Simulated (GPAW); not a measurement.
**Core-hole calculation of the Ni K edge in BaNi2P4 (I4/mmm)**

What does one-electron theory with a core hole give for the Ni K edge of BaNi2P4 (I4/mmm)?

Program: GPAW 26.7.0. Level of theory: X-ray absorption from dipole matrix elements to empty bands, plane-wave PAW LDA. Results are calculated unless marked as measured.

## 1. The structure

The structure is tetragonal, space group I4/mmm (No. 139). The conventional cell has a = 6.531 Å, b = 6.531 Å, c = 5.765 Å, α = 90.00°, β = 90.00°, γ = 90.00°. Nearest to Ba lie 16 P at 3.29 to 3.67 Å and 8 Ni at 3.57 Å. Nearest to Ni lie 4 P at 2.21 Å and 2 Ni at 2.88 Å and 4 Ba at 3.57 Å. P has 2 Ni at 2.21 Å and 4 P at 2.24 to 3.36 Å and 4 Ba at 3.29 to 3.67 Å nearest. Farther neighbours are not listed.

## 2. Ground state of the crystal

A plain self-consistent run shows whether there is a gap and which moments survive; both decide the set-up of the core-hole run.

Input file scf.py:

```python
import numpy as np
from ase import Atoms
from ase.parallel import parprint, paropen
from gpaw import GPAW, PW, FermiDirac, Mixer, MixerDif, setup_paths
from gpaw.test import gen
setup_paths.insert(0, '.')
gen('Ni', name='nch1s', xcname='LDA', corehole=(1, 0, 0), write_xml=True)
from gpaw.mpi import world
world.barrier()

atoms = Atoms('BaNi2P4',
    cell=[[-3.2656907, 3.2656907, 2.88242668],
     [3.2656907, -3.2656907, 2.88242668],
     [3.2656907, 3.2656907, -2.88242668]],
    scaled_positions=[[0, 0, 0],
     [0.75, 0.25, 0.5],
     [0.25, 0.75, 0.5],
     [0.25714661, 0.5, 0.75714661],
     [0.5, 0.25714661, 0.75714661],
     [0.5, 0.74285339, 0.24285339],
     [0.74285339, 0.5, 0.24285339]],
    magmoms=[0.0, 2.0, 2.0, 0.0, 0.0, 0.0, 0.0],
    pbc=True)
atoms.calc = calc = GPAW(legacy_gpaw=True, mode=PW(430, force_complex_dtype=True), xc='LDA', setups={1: 'nch1s'},
    kpts={'size': (5, 5, 5), 'gamma': True}, occupations=FermiDirac(0.05),
    charge=0, mixer=MixerDif(0.05, 8, 50), maxiter=150,
    convergence={'density': 0.0001, 'eigenstates': 1e-6}, txt='scf.txt')
energy = atoms.get_potential_energy() + calc.get_reference_energy()
ef = calc.get_fermi_level()
out = dict(energy=energy, fermi=ef, forces=atoms.get_forces().tolist(), magmoms=atoms.get_magnetic_moments().tolist())
parprint(f'all-electron energy {energy:.4f} eV, Fermi level {ef:.4f} eV')
ev = np.array([[calc.get_eigenvalues(k, s) for k in range(len(calc.get_ibz_k_points()))] for s in range(calc.get_number_of_spins())])
out['homo'], out['lumo'], out['counts'] = ev[ev < ef].max(), ev[ev > ef].min(), sorted(set((ev < ef).sum((0, 2)).tolist()))
out['filled'] = (ev[:, 0] < ef).sum(1).tolist()
import json
with paropen('out.json', 'w') as f:
    json.dump(out, f)
```

On the command line:

```
$ OMP_NUM_THREADS=1 mpirun -n 4 gpaw python scf.py
```

Numbers of over 12 decimals in the logs are rounded to 6 here.

What it wrote:

```text
Input parameters:
  convergence: {density: 0.0001,
                eigenstates: 1e-06}
  kpts: {gamma: True,
         size: (5, 5, 5)}
  maxiter: 150
  mixer: {backend: pulay,
          beta: 0.05,
          method: difference,
          nmaxold: 8,
          weight: 50}
  mode: {ecut: 430.0,
         force_complex_dtype: True,
         name: pw}
  occupations: {fixmagmom: False,
                name: fermi-dirac,
                width: 0.05}
  setups: {1: nch1s}

Initialize ...

[... PAW data sets ...]

Reference energy: -340799.388522  # eV

Spin-polarized calculation.
Initial magnetic moment: 4.000000

[... convergence settings ...]
Symmetries present (total): 8
  [... symmetry matrices ...]

125 k-points: 5 x 5 x 5 Monkhorst-Pack grid
18 k-points in the irreducible part of the Brillouin zone
       k-points in crystal coordinates                weights
   0:     0.00000000    0.00000000    0.00000000          1/125
   1:     0.20000000   -0.20000000    0.00000000          4/125
   2:     0.20000000   -0.20000000    0.20000000          4/125
   3:     0.20000000    0.00000000    0.00000000          8/125
   4:     0.20000000    0.20000000   -0.20000000          2/125
   5:     0.40000000   -0.40000000    0.00000000          4/125
   6:     0.40000000   -0.40000000    0.20000000          8/125
   7:     0.40000000   -0.40000000    0.40000000          4/125
   8:     0.40000000   -0.20000000    0.00000000         16/125
   9:     0.40000000   -0.20000000    0.20000000          8/125
          ...
  17:     0.40000000    0.40000000    0.40000000          8/125

Wave functions: Plane wave expansion
  Cutoff energy: 430.000 eV
  Number of coefficients (min, max): 2462, 2505
  Pulay-stress correction: 0.000000 eV/Ang^3 (de/decut=0.000000)
  Using FFTW library
  Wavefunction extrapolation:
    Improved wavefunction reuse through dual PAW basis

Occupation numbers: Fermi-Dirac:
  width: 0.0500  # eV

Eigensolver
   Davidson(niter=2)

Densities:
  Coarse grid: 27*27*27 grid
  Fine grid: 54*54*54 grid
  Total Charge: 0.000000

Density mixing:
  Method: difference
  Backend: pulay
  Linear mixing parameter: 0.05
  old densities: 8
  Width of damping distribution: 1.1
  Damping of long wavelength oscillations: 50

[... Hamiltonian set-up ...]
Number of atoms: 7
Number of atomic orbitals: 45
Number of bands in calculation: 44
Number of valence electrons: 62
Bands to converge: occupied

... initialized

Initializing position-dependent things.

Density initialized from atomic densities
Creating initial wave functions:
  44 bands from LCAO basis set

        P
         NiP

             P Ni
                P
       Ba

Atomic positions and initial magnetic moments

Positions:
   0 Ba     0.000000    0.000000    0.000000    ( 0.0000,  0.0000,  0.0000)
   1 Ni     0.000000    3.265691    1.441213    ( 0.0000,  0.0000,  2.0000)
   2 Ni     3.265691    0.000000    1.441213    ( 0.0000,  0.0000,  2.0000)
   3 P      3.265691    1.679523   -0.000000    ( 0.0000,  0.0000,  0.0000)
   4 P      1.679523    3.265691   -0.000000    ( 0.0000,  0.0000,  0.0000)
   5 P      1.586168    0.000000    2.882427    ( 0.0000,  0.0000,  0.0000)
   6 P     -0.000000    1.586168    2.882427    ( 0.0000,  0.0000,  0.0000)

Unit cell:
           periodic     x           y           z      points  spacing
  1. axis:    yes   -3.265691    3.265691    2.882427    27     0.1601
  2. axis:    yes    3.265691   -3.265691    2.882427    27     0.1601
  3. axis:    yes    3.265691    3.265691   -2.882427    27     0.1711

  Lengths:   5.444066   5.444066   5.444066
  Angles:  106.279908 106.279908 116.061762

Effective grid spacing dv^(1/3) = 0.1842

iter:   1   -48.721293                   +4.0085
iter:   2   -49.035033   -0.43  -1.24    +1.5243
iter:   3   -48.696566   -0.88  -1.29    +0.1782
iter:   4   -48.762854   -1.64  -1.41    +0.1525
iter:   5   -48.391004   -2.00  -1.45    +0.0467
iter:   6   -48.395373   -3.15  -1.92    +0.0030
iter:   7   -48.446854   -2.53  -1.91    -0.0042
iter:   8   -48.452718   -2.70  -1.85    -0.0018
iter:   9   -48.387044   -3.05  -2.02    -0.0007
iter:  10   -48.388802   -2.97  -2.06    +0.0001
iter:  11   -48.374030c  -3.89  -2.03    -0.0000
iter:  12   -48.378790c  -4.29  -2.11    -0.0000
iter:  13   -48.381542c  -4.95  -2.09    -0.0000
iter:  14   -48.347018   -3.18  -2.07    -0.0000
iter:  15   -48.346796   -4.11  -3.03    -0.0000
iter:  16   -48.346384c  -5.05  -3.18    -0.0000
iter:  17   -48.346449c  -5.45  -3.47    -0.0000
iter:  18   -48.346431c  -6.44c -3.46    -0.0000
iter:  19   -48.346397c  -6.47c -3.68    -0.0000
iter:  20   -48.346402c  -5.81  -3.69    -0.0000
iter:  21   -48.346379c  -6.33c -3.76    -0.0000
iter:  22   -48.346376c  -7.25c -4.38c   -0.0000

Converged after 22 iterations.

Dipole moment: (0.000000, -0.000000, -0.000000) |e|*Ang

Total magnetic moment: (0.000000, 0.000000, -0.000000)
Local magnetic moments:
   0 Ba ( 0.000000,  0.000000, -0.000000)
   1 Ni ( 0.000000,  0.000000,  0.000000)
   2 Ni ( 0.000000,  0.000000,  0.000000)
   3 P  ( 0.000000,  0.000000,  0.000000)
   4 P  ( 0.000000,  0.000000,  0.000000)
   5 P  ( 0.000000,  0.000000,  0.000000)
   6 P  ( 0.000000,  0.000000,  0.000000)

Energy contributions relative to reference atoms: (reference = -340799.388522)

Kinetic:        +35.688995
Potential:      -26.018300
External:        +0.000000
XC:             -57.971150
Entropy (-ST):   -0.016588
Local:           -0.037627
SIC:             +0.000000
--------------------------
Free energy:    -48.354670
Extrapolated:   -48.346376

Spin contamination: 0.000000 electrons
Showing only first 2 kpts
                      Up                     Down
 Kpt  Band  Eigenvalues  Occupancy  Eigenvalues  Occupancy
  0    29      6.78600    1.00000      6.78600    1.00000
  0    30      7.40096    1.00000      7.40096    1.00000
  0    31      7.53703    1.00000      7.53703    1.00000
  0    32      9.86365    0.00000      9.86365    0.00000

  1    29      7.08479    1.00000      7.08479    1.00000
  1    30      7.51309    1.00000      7.51309    1.00000
  1    31      7.82183    0.99997      7.82183    0.99997
  1    32     10.05241    0.00000     10.05241    0.00000

Fermi level: 8.34302

No gap
No difference between direct/indirect transitions

Forces in eV/Ang:
  0 Ba   -0.00000   -0.00000    0.00000
  1 Ni    0.00000    0.00000   -0.00000
  2 Ni    0.00000    0.00000    0.00000
  3 P     0.00000   -0.30308   -0.00000
  4 P    -0.30308    0.00000    0.00000
  5 P     0.30308    0.00000    0.00000
  6 P     0.00000    0.30308   -0.00000
Scalar-relativistic atomic LDA calculation for Ni (Nickel, Z=28)
Core hole in 1s state (1s occupation: 2.0)
600 radial gridpoints.
|------------------------------------------------|
|------------------------------------------------|
[... the atom generator's iteration count ...]

Energy contributions:
-------------------------
Kinetic:    +1537.751258
XC:           -60.699976
Potential:  -2994.820198
-------------------------
Total:      -1517.768916

state      eigenvalue         ekin         rmax
-----------------------------------------------
1s^2.0 :  -301.035028   388.934024        0.035
2s^2.0 :   -35.997604    72.392377        0.205
2p^6.0 :   -31.023259    70.728959        0.165
3s^2.0 :    -4.059448    15.962886        0.640
3p^6.0 :    -2.618967    14.035345        0.646
3d^8.0 :    -0.335915     8.991402        0.627
4s^2.0 :    -0.215280     1.327822        2.220
4p^0.0 :    -0.049170     0.563687        3.144
-----------------------------------------------
(units: Bohr and Hartree)

Generating PAW setup
Kinetic energy of the core from tauc = 1391.507298
Cutoffs:
rc(s)=2.200
rc(p)=2.280
rc(d)=2.150
rc(vbar)=2.220
rc(comp)=2.180
rc(nct)=2.280

Kinetic energy of the core states: 1378.952329
Charge: 0.0
Core electrons: 12.0
Valence electrons: 16.0
Pseudo-core charge: 0.043714
Shape function alpha=2.104
Pseudo-electron charge 4.284307
state    eigenvalue         norm
--------------------------------
4s(2) :    -0.215280     1.060160
*s    :     0.784720
3p(6) :    -2.618967     0.052480
4p(0) :    -0.049170     1.003908
3d(8) :    -0.335915     0.225674
*d    :     0.664085
--------------------------------

Diagonalizing with gridspacing h=0.050

state   all-electron     PAW
-------------------------------
4s:      -0.215280    -0.215531
3p:      -2.618967    -2.619713
3d:      -0.335915    -0.336667
*f:                    0.071842
-------------------------------
all-electron energy -340847.7349 eV, Fermi level 8.3430 eV
```

The job ended after 33 s (4 MPI ranks of Intel Xeon Platinum 8488C (Sapphire Rapids), shared host; peak memory 0.3 GiB).

The mesh shows no gap, so the system is treated as a metal and the core electron is put at the Fermi level (neutral cell).

## 3. Cell without a hole, the energy reference

The photon energy needs a difference of total energies, so the cell and mesh of the coming hole run are first run without a hole.

Changes to scf.py since step 2:

```diff
@@ -24,3 +24,3 @@
 atoms.calc = calc = GPAW(legacy_gpaw=True, mode=PW(430, force_complex_dtype=True), xc='LDA', setups={1: 'nch1s'},
-    kpts={'size': (5, 5, 5), 'gamma': True}, occupations=FermiDirac(0.05),
+    kpts={'size': (6, 6, 6), 'gamma': True}, occupations=FermiDirac(0.1),
     charge=0, mixer=MixerDif(0.05, 8, 50), maxiter=150,
```

What it wrote:

```text
Input parameters:
  convergence: {density: 0.0001,
                eigenstates: 1e-06}
  kpts: {gamma: True,
         size: (6, 6, 6)}
  maxiter: 150
  mixer: {backend: pulay,
          beta: 0.05,
          method: difference,
          nmaxold: 8,
          weight: 50}
  mode: {ecut: 430.0,
         force_complex_dtype: True,
         name: pw}
  occupations: {fixmagmom: False,
                name: fermi-dirac,
[...]
*s    :     0.784720
3p(6) :    -2.618967     0.052480
4p(0) :    -0.049170     1.003908
3d(8) :    -0.335915     0.225674
*d    :     0.664085
--------------------------------

Diagonalizing with gridspacing h=0.050

state   all-electron     PAW
-------------------------------
4s:      -0.215280    -0.215531
3p:      -2.618967    -2.619713
3d:      -0.335915    -0.336667
*f:                    0.071842
-------------------------------
all-electron energy -340847.7110 eV, Fermi level 8.2856 eV
[key lines of the parts left out:]
Converged after 18 iterations.
Dipole moment: (-0.000000, 0.000000, -0.000000) |e|*Ang
Free energy:    -48.367679
Fermi level: 8.28564
```

Elapsed: 42 s, on 4 MPI ranks; peak memory 0.32 GiB; 2.7 min of CPU time.

Reference energy: -340847.711 eV with the cores included.

[end of part 1 of 2]

[Banner, clock and machine lines of the logs are left out without a mark of their own.]

[Logs are printed without paths, hosts, clocks, repeated set-up lines and the standing remarks that a program may print on its own settings, such as how far it seeks lower states.]

[Hosts, paths, dates, database ids (printed as entryN), source tags and the programs' standing remarks are cut or masked in the printed files.]

[Lists of maxima count a maximum above −3 eV only where it reaches 4 % of the highest in the window and stands out from its surroundings by 2 % of it (1.5 % where it reaches 55 %); shoulders and weaker maxima are passed over, and of the rest the first, up to two pre-edge ones and the few strongest are named.]
